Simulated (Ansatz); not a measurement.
**Phonons of La3AlC (Pm-3m) against volume**

Does La3AlC (Pm-3m) expand much on heating, by its phonons?

Program: Ansatz 0.2.0. Level of theory: DFT PBEsol, scalar-relativistic, plane waves, PAW; PAW set soft_1. Results are calculated unless marked as measured.

### Step 1. The starting structure

The structure is cubic, space group Pm-3m (No. 221). Conventional cell: a = 5.132 Å, b = 5.132 Å, c = 5.132 Å, α = 90.00°, β = 90.00°, γ = 90.00°. Nearest to La lie 2 C at 2.57 Å and 4 Al at 3.63 Å and 8 La at 3.63 Å. Nearest to Al lie 12 La at 3.63 Å. Nearest to C lie 6 La at 2.57 Å. Farther neighbours are not listed.

Coordinates:

```cif
data_structure
_symmetry_space_group_name_H-M 'P 1'
_symmetry_Int_Tables_number 1
_cell_length_a 5.1318
_cell_length_b 5.1318
_cell_length_c 5.1318
_cell_angle_alpha 90.000
_cell_angle_beta 90.000
_cell_angle_gamma 90.000
_cell_volume 135.15
loop_
_atom_site_label
_atom_site_type_symbol
_atom_site_fract_x
_atom_site_fract_y
_atom_site_fract_z
_atom_site_occupancy
La1 La 0.50000 0.50000 0.00000 1
La2 La 0.50000 0.00000 0.50000 1
La3 La 0.00000 0.50000 0.50000 1
Al4 Al 0.00000 0.00000 0.00000 1
C5 C 0.50000 0.50000 0.50000 1
```

### Step 2. Phonons on a q mesh

The cell comes from relaxations at this level that are not shown. Stability and thermal properties need the whole zone. Linear response on a 2×2×2 q mesh gives force constants as far as a supercell of that size would.

Contents of input.yaml:

```yaml
crystal:
  lattice:
    - [5.1318379723, 0.0, 0.0]
    - [0.0, 5.1318379723, 0.0]
    - [0.0, 0.0, 5.1318379723]
  atoms:
    - { symbol: La, position: [0.5, 0.5, 0.0] }
    - { symbol: La, position: [0.5, 0.0, 0.5] }
    - { symbol: La, position: [0.0, 0.5, 0.5] }
    - { symbol: Al, position: [0.0, 0.0, 0.0] }
    - { symbol: C, position: [0.5, 0.5, 0.5] }
kpoints:
  mp_grid: { grid: [8, 8, 8] }
hamiltonian:
  xc: pbesol
  pseudopotentials: { kind: paw, azcp: { folder: soft_1 }, xc_functional: pbe }
scf:
  occupations: { method: methfessel_paxton, width: 0.2 }
output:
  eigenvalues: true
phonons:
  method: dfpt
  qmesh: [2, 2, 2]
  temperatures: { t_max: 1000, t_step: 50 }
  qpath:
    path:
      - [[0.0, 0.0, 0.0], [0.0, 0.5, 0.0], [0.5, 0.5, 0.0], [0.0, 0.0, 0.0], [0.5, 0.5, 0.5], [0.0, 0.5, 0.0]]
      - [[0.5, 0.5, 0.5], [0.5, 0.5, 0.0]]
    npoints: 10
```

Started as:

```sh
> ansatz run input.yaml --threads 4 --pin off --max-ram 10240MiB --backend cpu --events-out ev --progress --plain --runs-dir out
```

Numbers of over 12 decimals in the logs are rounded to 6 here.

The program printed:

```text
Engine: ansatz 0.2.0, aarch64-unknown-linux-gnu
Pseudopotentials: kind: paw
Pseudopotential: La, paw, valence charge 11, recommended cutoff 420 eV (normal), soft_1/La.paw.azcp
Pseudopotential: Al, paw, valence charge 3, recommended cutoff 420 eV (normal), soft_1/Al.paw.azcp
Pseudopotential: C, paw, valence charge 4, recommended cutoff 420 eV (normal), soft_1/C.paw.azcp
Functional definition: PBEsol
  exchange = pbesol_x
  correlation = pbesol_c
Crystal: 5 atoms, lattice volume = 135.151 Å³
Basis set: ecut = 420 eV, 2601 PW (Γ), exchange–correlation on 72×72×72 points (8 copies of the dense FFT grid, shifted against one another)
Bands: 25, of which v1, the nominal top of the filled ones, is band 20 counted from 1 (19 counted from 0)
Symmetry: 48 space group operations
k-points: 35 of 512
Non-local potential: La, projectors of the file, l = 0: 3, l = 1: 2, l = 2: 2, l = 3: 3
Non-local potential: Al, projectors of the file, l = 0: 2, l = 1: 2, l = 2: 1
Non-local potential: C, projectors of the file, l = 0: 2, l = 1: 2, l = 2: 1
PAW form: soft (Blöchl's): semilocal exchange-correlation on the pseudo side does not see the compensation charge
PAW frozen core: La, regenerated for the run's functional, and the local potential with it (the file was generated under x = pbe(κ = 0.804, μ = 0.219515), c = pbe(β = 0.066725))
PAW frozen core: Al, regenerated for the run's functional, and the local potential with it (the file was generated under x = pbe(κ = 0.804, μ = 0.219515), c = pbe(β = 0.066725))
PAW frozen core: C, regenerated for the run's functional, and the local potential with it (the file was generated under x = pbe(κ = 0.804, μ = 0.219515), c = pbe(β = 0.066725))
PAW one-centre angular grid: La, 590 points (default); XC on 64 Gauss nodes
PAW one-centre angular grid: Al, 110 points (default); XC on 64 Gauss nodes
PAW one-centre angular grid: C, 110 points (default); XC on 64 Gauss nodes
Initial density: superposition of atomic densities (chi_scale 0.1, normalization cell, long waves kept (reshape's long-wave potential 0.00 eV rms))
Initial wavefunctions: pseudopotential atomic-orbital guess
Functional: x = pbesol(κ = 0.804, μ = 0.123457), c = pbesol(β = 0.046)
SCF iter   1: F=—  HF=-19257.926140 eV  |F-HF|=—  |Δ(HF+E_count)|=         —  Δρ=4.44e-2  dr2=7.86e0  ethr=3.10e-3  ⟨swp⟩=5.0  Hψ=4090  notcnv=0
preconditioner: auto → Kerker (q_TF=auto, 2.227 Å⁻¹)  [metal: Δε(μ)=0.013 eV  Ē_g=10.992 eV  σ=0.200 eV  W_gap=0.06  n_scr=26 (ndim 8)  ℏωp=18.6 eV  f_vac=0.000  D(μ)=4.64/eV (n_scr^D=32)]
SCF iter   2: F=—  HF=-19256.622729 eV  |F-HF|=—  |Δ(HF+E_count)|=    1.30e0  S|Δr|=    0.00e0  Δρ=1.77e-2  dr2=6.38e-1  ethr=3.10e-3  ⟨swp⟩=5.2  Hψ=6522  notcnv=0
automatic band count: the SCF goes on with 30 bands, as 25 were too few: they end inside the smearing window of the response
SCF iter   3: F=—  HF=-19256.492504 eV  |F-HF|=—  |Δ(HF+E_count)|=   1.30e-1  S|Δr|=    0.00e0  Δρ=9.38e-3  dr2=2.01e-1  ethr=1.59e-3  ⟨swp⟩=1.1  Hψ=1336  notcnv=0
SCF iter   4: F=—  HF=-19256.443777 eV  |F-HF|=—  |Δ(HF+E_count)|=   4.87e-2  S|Δr|=    0.00e0  Δρ=1.64e-3  dr2=5.53e-3  ethr=5.03e-4  ⟨swp⟩=2.3  Hψ=1452  notcnv=0
SCF iter   5: F=—  HF=-19256.443562 eV  |F-HF|=—  |Δ(HF+E_count)|=   2.15e-4  S|Δr|=    0.00e0  Δρ=6.38e-4  dr2=1.57e-3  ethr=1.38e-5  ⟨swp⟩=2.0  Hψ=1654  notcnv=0  defer=93
SCF iter   6: F=—  HF=-19256.443360 eV  |F-HF|=—  |Δ(HF+E_count)|=   2.01e-4  S|Δr|=    0.00e0  Δρ=1.13e-4  dr2=2.33e-5  ethr=3.93e-6  ⟨swp⟩=2.0  Hψ=1149  notcnv=0  defer=93
SCF iter   7: F=—  HF=-19256.443355 eV  |F-HF|=—  |Δ(HF+E_count)|=   5.14e-6  S|Δr|=    0.00e0  Δρ=2.92e-5  dr2=1.39e-6  ethr=5.83e-8  ⟨swp⟩=2.1  Hψ=1625  notcnv=0  defer=93
SCF iter   8: F=—  HF=-19256.443355 eV  |F-HF|=—  |Δ(HF+E_count)|=   3.58e-7  S|Δr|=    0.00e0  Δρ=7.85e-6  dr2=1.31e-7  ethr=3.48e-9  ⟨swp⟩=2.3  Hψ=1214  notcnv=0  defer=97
SCF iter   9: F=—  HF=-19256.443355 eV  |F-HF|=—  |Δ(HF+E_count)|=   1.33e-8  S|Δr|=    0.00e0  Δρ=1.52e-6  dr2=5.21e-9  ethr=3.28e-10  ⟨swp⟩=2.1  Hψ=1108  notcnv=0  defer=97
SCF iter  10: F=—  HF=-19256.443355 eV  |F-HF|=—  |Δ(HF+E_count)|=   1.01e-9  S|Δr|=    0.00e0  Δρ=2.21e-7  dr2=6.40e-11  ethr=1.30e-11  ⟨swp⟩=2.5  Hψ=1560  notcnv=0  defer=97
SCF iter  11: F=-19256.443355 eV  HF=-19256.443355 eV  |F-HF|=3.64e-12  |Δ(HF+E_count)|=  7.28e-12  S|Δr|=    0.00e0  Δρ=3.88e-8  dr2=1.93e-12  ethr=1.00e-12  ⟨swp⟩=17.4  Hψ=7065  notcnv=0
SCF 1 converged in 11 iterations: F = -19256.443355 eV  dr2 = 1.93e-12
  greatest PAW one-centre occupation: 0.971 electrons in one spin orbital (limit 2), on the La atom at site 0 (counted from 0), in its partial waves of l = 0
Initial density: read from a saved state, or passed on in memory by an earlier SCF of this step, an earlier step, the calling program or the single point that the run made first
iter 1 solved again at ethr=7.75e-8 eV; its pass at ethr=3.10e-3 eV (dr2=3.10e-5 eV) is discarded
SCF iter   1: F=—  HF=-19256.443356 eV  |F-HF|=—  |Δ(HF+E_count)|=         —  Δρ=4.41e-7  dr2=9.44e-11  ethr=7.75e-8  ⟨swp⟩=5.4  Hψ=7425  notcnv=0
eigensolver tolerance schedule: the retry pair's looser diagonalisation over-reported the residual by 328187.28 of it (diagonalisation noise at an unbounded share of the residual, at the tolerance the schedule requests for it); recorded, not acted on — ethr = c·dr2/N_el stays at c = 1.0e-1
preconditioner: auto → Kerker (q_TF=auto, 2.227 Å⁻¹)  [metal: Δε(μ)=0.021 eV  Ē_g=10.778 eV  σ=0.200 eV  W_gap=0.09  n_scr=26 (ndim 8)  ℏωp=18.6 eV  f_vac=0.000  D(μ)=4.38/eV (n_scr^D=26)]
SCF iter   2: F=—  HF=-19256.443355 eV  |F-HF|=—  |Δ(HF+E_count)|=   1.08e-6  S|Δr|=    0.00e0  Δρ=2.02e-7  dr2=1.54e-11  ethr=1.00e-12  ⟨swp⟩=4.0  Hψ=3013  notcnv=0
SCF iter   3: F=—  HF=-19256.443355 eV  |F-HF|=—  |Δ(HF+E_count)|=  1.09e-11  S|Δr|=    0.00e0  Δρ=1.43e-7  dr2=8.02e-12  ethr=1.00e-12  ⟨swp⟩=2.6  Hψ=1867  notcnv=0
SCF iter   4: F=-19256.443355 eV  HF=-19256.443355 eV  |F-HF|=7.28e-12  |Δ(HF+E_count)|=  7.28e-12  S|Δr|=    0.00e0  Δρ=6.55e-8  dr2=1.99e-12  ethr=1.00e-12  ⟨swp⟩=2.0  Hψ=1721  notcnv=0
SCF 2 converged in 4 iterations: F = -19256.443355 eV  dr2 = 1.99e-12
  greatest PAW one-centre occupation: 0.971 electrons in one spin orbital (limit 2), on the La atom at site 2 (counted from 0), in its partial waves of l = 0
phonons: the bands overlap, so this run is a metal and interpolates without the dipole-dipole term. If the crystal is really an insulator or semiconductor, its LO-TO splitting is missing
NSCF: frozen V_eff on 35 k-points
WARN: eigensolver did not converge in 12 slots of this pass, the one above among them; of largest residual over every band (k=14): 1 band(s) unlocked (lowest unlocked band 29, counted from 0; max residual 1.38e-2 eV among the unlocked bands, 1.38e-2 eV over every band); of lowest unlocked band (k=1): band 29
NSCF: frozen V_eff on 125 k-points
DFPT response loops at q = (0, 0, 0) (fractional): preconditioner auto → Kerker (q_TF=auto, 2.227 Å⁻¹) (partly filled bands, converged f_vac=0.000); β = 1.00, the filter's whole step (`scf.mixing.beta` (0.50) is not read by the response loops under this deck's `scf.mixing.preconditioner`; to damp them name `kerker` or `kerker_dos`, under which they read `scf.mixing.beta`, and type it under 1.00, their step now; both keys bind the ground state too); Broyden in place of MSR1
NSCF: frozen V_eff on 250 k-points
DFPT response loops at q = (0, 0, -0.5) (fractional): mixed as the last ones told, above
NSCF: frozen V_eff on 250 k-points
DFPT response loops at q = (0, -0.5, -0.5) (fractional): mixed as the last ones told, above
NSCF: frozen V_eff on 250 k-points
DFPT response loops at q = (-0.5, -0.5, -0.5) (fractional): mixed as the last ones told, above
SCF converged after 11 iterations
Stability not checked: this state was not tested for a lower state beside it, because cold or Methfessel-Paxton smearing, or corrected tetrahedra, fill the levels in a way that the test cannot read (fill_not_monotonic; see scf.lower_state_search)
Free energy (F): -19256.443355 eV
Harris-Foulkes:  -19256.443355 eV  (|F-HF|=3.64e-12)
Internal energy: -19256.438816 eV  (E = F + TS)
E sigma→0 (E₀):  -19256.442220 eV
Entropy (-TS):   -0.004539 eV (-0.908 meV/atom)
Fermi energy:    9.856791 eV
--- Per-component energies (eV) ---
  E_band       = -123.482704
  E_kinetic    = 663.653759
  E_local      = -1290.106209  (includes V_loc(G=0)·N_el)
  E_nonlocal   = 301.737156
  E_hartree    = 477.540422
  E_xc         = -508.206777
  E_vxc        = -519.310898  (∫ρ·V_xc dr)
  E_paw        = -16539.429849  (= ΣΔE_a)
  E_vpaw       = -234.537363  (= ΣTr[D̂ρ^β])
  E_aug_tail   = 0.000009  (compensation charges beyond the density's cutoff)
  E_ewald      = -2362.174674
  E_core_change = 0.547348  (= ΣΔE_core)
  E_smearing   = -0.004539  (= −TS)
  E_closure    = 0.000000  (closes the sum)
  Σ components = -19256.443355   (vs F -19256.443355, Δ=0.00e0)
--- Band table (eV; the first three rows and the last of 35) ---
  k-point 0: bands = [... 16 lower, 9.2980, 9.2980, 9.2980, 9.9927, 9.9927, 9.9927, 10.9090, 10.9090, ... 6 higher]
  k-point 1: bands = [... 16 lower, 9.2863, 9.3076, 9.3433, 9.6201, 10.0299, 10.0299, 10.8040, 10.8829, ... 6 higher]
  k-point 2: bands = [... 16 lower, 9.2938, 9.2938, 9.4666, 9.7273, 9.9539, 9.9539, 10.8419, 11.0449, ... 6 higher]
  k-point 34: bands = [... 16 lower, 6.7167, 10.3203, 10.3203, 10.3203, 11.0799, 11.0799, 11.0799, 11.6517, ... 6 higher]
--- Phonons (Γ-DFPT): 4 representative perturbations + reference (Σ response iterations 13) ---
  ASR residual: 3.921e-5 → 0.000e0 eV/Å²; symmetrization residual: 1.066e-6 eV/Å²
  ASR residual per site (eV/Å²): 3.92e-5 3.92e-5 3.92e-5 5.14e-6 1.59e-5
  Γ frequencies (cm⁻¹): -168.67 -168.67 -168.67 -49.49 -49.49 -49.49 0.00 0.00 0.00 122.77 122.77 122.77 137.78 137.78 137.78
--- Phonons (arbitrary-q DFPT): 4 irreducible q on the 2×2×2 mesh ---
  q = [0.0000, 0.0000, 0.0000] (star 1, of the zone-centre solve; hermiticity 3.31e-7, symmetrization 8.41e-13): -168.67 -168.67 -168.67 -49.49 -49.49 -49.49 -0.00 -0.00 0.00 122.77 122.77 122.77 137.78 137.78 137.78
  q = [0.0000, 0.0000, -0.5000] (star 3, 9 solved perturbations in 975 linear systems a pass and spin channel, the states on 125 of 512 k-point pairs; hermiticity 2.02e-7, symmetrization 7.98e-9): -117.09 -117.09 54.51 59.74 59.74 61.58 61.58 84.81 129.40 139.35 139.35 140.08 140.08 163.75 382.08
  q = [0.0000, -0.5000, -0.5000] (star 3, 9 solved perturbations in 975 linear systems a pass and spin channel, the states on 125 of 512 k-point pairs; hermiticity 1.18e-7, symmetrization 7.01e-9): 7.78 63.74 63.74 66.73 66.73 94.04 103.58 113.95 149.11 149.53 149.53 157.15 255.06 379.23 379.23
  q = [-0.5000, -0.5000, -0.5000] (star 1, 4 solved perturbations in 350 linear systems a pass and spin channel, the states on 125 of 512 k-point pairs; hermiticity 4.84e-8, symmetrization 5.49e-9): -25.09 -25.09 -25.09 93.66 93.66 93.66 117.65 117.65 126.72 126.72 126.72 188.41 391.17 391.17 391.17
  sum rule: each row above includes the acoustic sum rule's correction from the zone centre's row sums; it moved no ω² by more than (0.60 cm⁻¹)²
  mesh force constants: q→R imaginary residual 2.95e-18; ASR residual 3.921e-5 → 0.000e0 eV/Å²; symmetrization residual 3.553e-15 eV/Å²
  interpolated dispersion: 62 rows × 15 modes
  density of states and harmonic sums: on the 12×12×12 q-mesh, interpolated from the force constants of a 2×2×2 supercell (no non-analytic term)
  largest difference from the sums on the solved wave vectors: F 2.99e-1 eV, S 3.99e-4 and C_V 1.02e-4 eV/K
  zero-point energy: 0.114862 eV/cell   skipped modes (ω ≤ 0): 125, of them read as no rigid motion or as one in doubt: 122 (1.089e0 modes/cell left out, lowest -168.67 cm⁻¹)   left out of the sums: 7.27e-2 of the cell's modes: C_V's classical limit lies that fraction below 3 k_B per atom; for a crystal, a wire or a layer, F and S can be off by more, and a phonons.interpolated_qmesh denser along its periods is the remedy for the sampling
```

It took 5.5 min on 4 threads of Arm Neoverse V2, shared host; peak memory 1.7 GiB.

Numbers from this step:

| Quantity | Value |
| --- | --- |
| volume per atom | 27.03 Å³ |
| gap on the k-mesh | 0 eV |
| sum-rule residual before enforcement | 3.92e-5 eV/Å² |
| lowest frequency on the path | -168.7 cm⁻¹ |
| point group | m-3m |
| highest frequency on the path or at a solved wavevector | 391.2 cm⁻¹ |
| highest optical mode at the zone centre (no LO-TO term) | 137.8 cm⁻¹ |
| lowest optical zone-centre mode | -168.7 cm⁻¹ |
| lowest mode on the q mesh (acoustic modes at Γ apart) | -168.7 cm⁻¹ |

Frequencies (cm⁻¹) solved at each irreducible wavevector; negative means imaginary. Frequencies by wavevector, by row:

| q in reciprocal lattice units | star | mode 1 | mode 2 | mode 3 | mode 4 | mode 13 | mode 14 | mode 15 |
| --- | --- | --- | --- | --- | --- | --- | --- | --- |
| 0 0 0 | 1 | -168.7 | -168.7 | -168.7 | -49.5 | 137.8 | 137.8 | 137.8 |
| 0 0 -0.5 | 3 | -117.1 | -117.1 | 54.5 | 59.7 | 140.1 | 163.8 | 382.1 |
| 0 -0.5 -0.5 | 3 | 7.8 | 63.7 | 63.7 | 66.7 | 255.1 | 379.2 | 379.2 |
| -0.5 -0.5 -0.5 | 1 | -25.1 | -25.1 | -25.1 | 93.7 | 391.2 | 391.2 | 391.2 |

Symmetry leaves 4 wavevectors to solve. The lowest mode among them, the acoustic zeros apart, lies at Γ and is imaginary, 168.7i cm⁻¹, so the energy falls along it.

### Step 3. Relaxing at another volume, volume ratio 0.97

The volume is scaled by 0.97 and held; symmetry leaves nothing to relax, so this is a single point. The modes can then be followed against volume.

input.yaml, the sections that differ from step 2:

```yaml
crystal:
  lattice:
    - [5.0799976808, 0.0, 0.0]
    - [0.0, 5.0799976808, 0.0]
    - [0.0, 0.0, 5.0799976808]
  atoms:
    - { symbol: La, position: [0.5, 0.5, 0.0] }
    - { symbol: La, position: [0.5, 0.0, 0.5] }
    - { symbol: La, position: [0.0, 0.5, 0.5] }
    - { symbol: Al, position: [0.0, 0.0, 0.0] }
    - { symbol: C, position: [0.5, 0.5, 0.5] }
output:
  forces: true
  stress: true
  eigenvalues: true
# kpoints, hamiltonian, scf: as in step 2
# phonons: removed
```

The program printed:

```text
[...]
Crystal: 5 atoms, lattice volume = 131.096 Å³
Basis set: ecut = 420 eV, 2553 PW (Γ), exchange–correlation on 72×72×72 points (8 copies of the dense FFT grid, shifted against one another)
Bands: 25, of which v1, the nominal top of the filled ones, is band 20 counted from 1 (19 counted from 0)
Symmetry: 48 space group operations
[...]
k-points: 35 of 512
[...]
k-point 0: bands = [... 16 lower, 9.6110, 9.6110, 9.6110, 10.3939, 10.3939, 10.3939, 11.3127, 11.3127, ... 1 higher]
  k-point 1: bands = [... 16 lower, 9.6108, 9.6419, 9.6577, 10.0072, 10.4336, 10.4336, 11.2094, 11.2730, ... 1 higher]
  k-point 2: bands = [... 16 lower, 9.6377, 9.6377, 9.7845, 10.0781, 10.3599, 10.3599, 11.2427, 11.4226, ... 1 higher]
  k-point 34: bands = [... 16 lower, 6.9988, 10.7376, 10.7376, 10.7376, 11.4683, 11.4683, 11.4683, 12.0537, ... 1 higher]
[key lines of the parts left out:]
SCF converged after 9 iterations
Free energy (F): -19256.419673 eV
Fermi energy:    10.231924 eV
P = ⅓ Tr σ = 1.9146 GPa (19.146 kbar)
```

Run time: 2.3 s. Hardware: 4 threads; peak memory 0.49 GiB; 8.5 s of CPU time.

Numbers from this step:

* pressure: 1.915 GPa
* volume per atom: 26.22 Å³

The run ends at a pressure of 1.91 GPa.

### Step 4. Phonons at the other volume, volume ratio 0.97

The phonons are repeated at this volume on the same k and q meshes.

Edit input.yaml of step 3 so:

```diff
@@ -19,4 +19,11 @@
 output:
-  forces: true
-  stress: true
   eigenvalues: true
+phonons:
+  method: dfpt
+  qmesh: [2, 2, 2]
+  temperatures: { t_max: 1000, t_step: 50 }
+  qpath:
+    path:
+      - [[0.0, 0.0, 0.0], [0.0, 0.5, 0.0], [0.5, 0.5, 0.0], [0.0, 0.0, 0.0], [0.5, 0.5, 0.5], [0.0, 0.5, 0.0]]
+      - [[0.5, 0.5, 0.5], [0.5, 0.5, 0.0]]
+    npoints: 10
```

The program printed:

```text
[...]
Crystal: 5 atoms, lattice volume = 131.096 Å³
Basis set: ecut = 420 eV, 2553 PW (Γ), exchange–correlation on 72×72×72 points (8 copies of the dense FFT grid, shifted against one another)
Bands: 25, of which v1, the nominal top of the filled ones, is band 20 counted from 1 (19 counted from 0)
Symmetry: 48 space group operations
k-points: 35 of 512
[...]
SCF iter   1: F=—  HF=-19258.028986 eV  |F-HF|=—  |Δ(HF+E_count)|=         —  Δρ=4.72e-2  dr2=8.48e0  ethr=3.10e-3  ⟨swp⟩=4.9  Hψ=4063  notcnv=0
[...]
SCF iter  11: F=-19256.419673 eV  HF=-19256.419673 eV  |F-HF|=1.09e-11  |Δ(HF+E_count)|=  1.82e-11  S|Δr|=    0.00e0  Δρ=4.83e-8  dr2=2.64e-12  ethr=1.00e-12  ⟨swp⟩=15.9  Hψ=7080  notcnv=0
SCF 1 converged in 11 iterations: F = -19256.419673 eV  dr2 = 2.64e-12
[...]
SCF iter   5: F=-19256.419673 eV  HF=-19256.419673 eV  |F-HF|=1.09e-11  |Δ(HF+E_count)|=  3.64e-12  S|Δr|=    0.00e0  Δρ=2.19e-8  dr2=6.44e-13  ethr=1.00e-12  ⟨swp⟩=2.4  Hψ=1750  notcnv=0
SCF 2 converged in 5 iterations: F = -19256.419673 eV  dr2 = 6.44e-13
[...]
NSCF: frozen V_eff on 35 k-points
[...]
SCF converged after 11 iterations
[...]
Free energy (F): -19256.419673 eV
[...]
Internal energy: -19256.414601 eV  (E = F + TS)
E sigma→0 (E₀):  -19256.418405 eV
Entropy (-TS):   -0.005071 eV (-1.014 meV/atom)
Fermi energy:    10.231919 eV
[...]
--- Band table (eV; the first three rows and the last of 35) ---
  k-point 0: bands = [... 16 lower, 9.6110, 9.6110, 9.6110, 10.3938, 10.3938, 10.3938, 11.3127, 11.3127, ... 6 higher]
  k-point 1: bands = [... 16 lower, 9.6108, 9.6419, 9.6577, 10.0072, 10.4336, 10.4336, 11.2094, 11.2730, ... 6 higher]
  k-point 2: bands = [... 16 lower, 9.6377, 9.6377, 9.7845, 10.0781, 10.3599, 10.3599, 11.2427, 11.4226, ... 6 higher]
  k-point 34: bands = [... 16 lower, 6.9988, 10.7376, 10.7376, 10.7376, 11.4683, 11.4683, 11.4683, 12.0537, ... 6 higher]
[...]
ASR residual: 1.834e-5 → 0.000e0 eV/Å²; symmetrization residual: 8.711e-7 eV/Å²
  ASR residual per site (eV/Å²): 1.83e-5 1.83e-5 1.83e-5 1.71e-5 1.47e-5
[...]
--- Phonons (arbitrary-q DFPT): 4 irreducible q on the 2×2×2 mesh ---
[...]
interpolated dispersion: 62 rows × 15 modes
[...]
```

Wall time 5.3 min (4 threads); peak memory 1.6 GiB; 21 min of CPU time.

Numbers from this step:

```yaml
sum_rule_residual_before_enforcement: 1.83e-5 eV/Å²
lowest_frequency_on_the_path: -167.7 cm⁻¹
highest_frequency_on_the_path_or_at_a_solved_wavevector: 404.9 cm⁻¹
highest_optical_mode_at_the_zone_centre_no_lo_to_term: 146.4 cm⁻¹
lowest_optical_zone_centre_mode: -167.7 cm⁻¹
lowest_mode_on_the_q_mesh_acoustic_modes_at_gamma_apart: -167.7 cm⁻¹
```

Frequencies (cm⁻¹) solved at each irreducible wavevector; negative means imaginary. Frequencies by wavevector, by row:

| q in reciprocal lattice units | star | mode 1 | mode 2 | mode 3 | mode 4 | mode 13 | mode 14 | mode 15 |
| --- | --- | --- | --- | --- | --- | --- | --- | --- |
| 0 0 0 | 1 | -167.7 | -167.7 | -167.7 | -57 | 146.4 | 146.4 | 146.4 |
| 0 0 -0.5 | 3 | -127.3 | -127.3 | 55 | 57.6 | 159.1 | 171.1 | 392.4 |
| 0 -0.5 -0.5 | 3 | -3.4 | 63.2 | 63.2 | 67.2 | 275.6 | 391.3 | 391.3 |
| -0.5 -0.5 -0.5 | 1 | -27.7 | -27.7 | -27.7 | 96.3 | 404.9 | 404.9 | 404.9 |

The highest optical mode at the zone centre (no LO-TO term) is 146.4 cm⁻¹, +8.7 cm⁻¹ against the base run.

(Part 1 of 2 ends here.)

[Logs are printed without paths, hosts, clocks, repeated set-up lines and the standing remarks that a program may print on its own settings, such as how far it seeks lower states.]

[Hosts, paths, dates, database ids (printed as entryN), source tags and the programs' standing remarks are cut or masked in the printed files.]
